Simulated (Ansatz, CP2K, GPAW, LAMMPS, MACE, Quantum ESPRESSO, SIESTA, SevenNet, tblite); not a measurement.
## Amorphous Si0.9Ge0.1 (94 atoms): runs against a plane-wave reference

Density of this cell: 2.65 g/cm³. The cell holds 94 atoms: 85 Si and 9 Ge. Its edges and angles: a = 12.402 Å, b = 12.402 Å, c = 12.402 Å, α = 90.0°, β = 90.0°, γ = 90.0°. 94 atoms (85 Si, 9 Ge) placed at random at 2.65 g/cm³, melted at 3500 K for 10 ps at fixed volume with the Tersoff potential (Tersoff, Phys. Rev. B 39, 5566 (1989)). Quenched from 3500 K to 700 K at 3 K/ps and fixed volume, held 5 ps.

Geometry: as built.

The reference, a calculation:

- method: Kohn-Sham DFT, PBE, PAW, plane waves (Ansatz 0.2.0); cutoff 420 eV, Γ point, fermi-dirac smearing of 0.05 eV; PAW set soft_2
- r.m.s. force component: 0.7519 eV/Å
- longest force: 2.567 eV/Å
- pressure: 1.79 GPa
- SCF cycles: 11
- time: 11 s on 8 threads of Arm Neoverse V2, shared host
- CPU time: 83 s

Runs, in no order:
A. QE PBE, sssp-1.3.0-efficiency, 45/360 Ry: Kohn-Sham DFT, PBE, SSSP efficiency 1.3.0 pseudopotentials, plane waves
B. GPAW PBE, LCAO dzp, h 0.2 Å: Kohn-Sham DFT, PBE, PAW, atomic orbitals (dzp)
C. CP2K PBE, TZV2P-MOLOPT (SR for Ge), 350/50 Ry, diagonalisation: Kohn-Sham DFT, PBE, GTH-PBE pseudopotentials, Gaussian and plane waves, TZV2P-MOLOPT-GTH, diagonalisation
D. CP2K LDA, DZVP-MOLOPT-SR, 350/50 Ry, diagonalisation: Kohn-Sham DFT, LDA, GTH-PADE pseudopotentials, Gaussian and plane waves, DZVP-MOLOPT-SR-GTH, diagonalisation
E. CP2K PBE, DZVP-MOLOPT-SR, 350/20 Ry, diagonalisation: Kohn-Sham DFT, PBE, GTH-PBE pseudopotentials, Gaussian and plane waves, DZVP-MOLOPT-SR-GTH, diagonalisation

Q: Order them from the smallest to the largest r.m.s. force difference.

A, C, E, B, D.

| run | Δ force, r.m.s. (meV/Å) | share of r.m.s. force (%) | CPU time |
| --- | --- | --- | --- |
| A. QE PBE, sssp-1.3.0-efficiency, 45/360 Ry | 2.23 | 0.297 | 16 min |
| C. CP2K PBE, TZV2P-MOLOPT (SR for Ge), 350/50 Ry, diagonalisation | 25.3 | 3.37 | 9.5 min |
| E. CP2K PBE, DZVP-MOLOPT-SR, 350/20 Ry, diagonalisation | 37.0 | 4.92 | 2.4 min |
| B. GPAW PBE, LCAO dzp, h 0.2 Å | 54.1 | 7.20 | 6.1 min |
| D. CP2K LDA, DZVP-MOLOPT-SR, 350/50 Ry, diagonalisation | 81.5 | 10.8 | 3 min |

The network of bonds at the start is that of the classical potential that made the cell, and needn't be the one that DFT or experiment would give. The electronic-structure runs sample only Γ, in a cell whose shortest periodic width is 12 Å, which is coarse for a cell with partly filled levels.

[Hosts, paths, dates, database ids (printed as entryN), source tags and the programs' standing remarks are cut or masked in the printed files.]
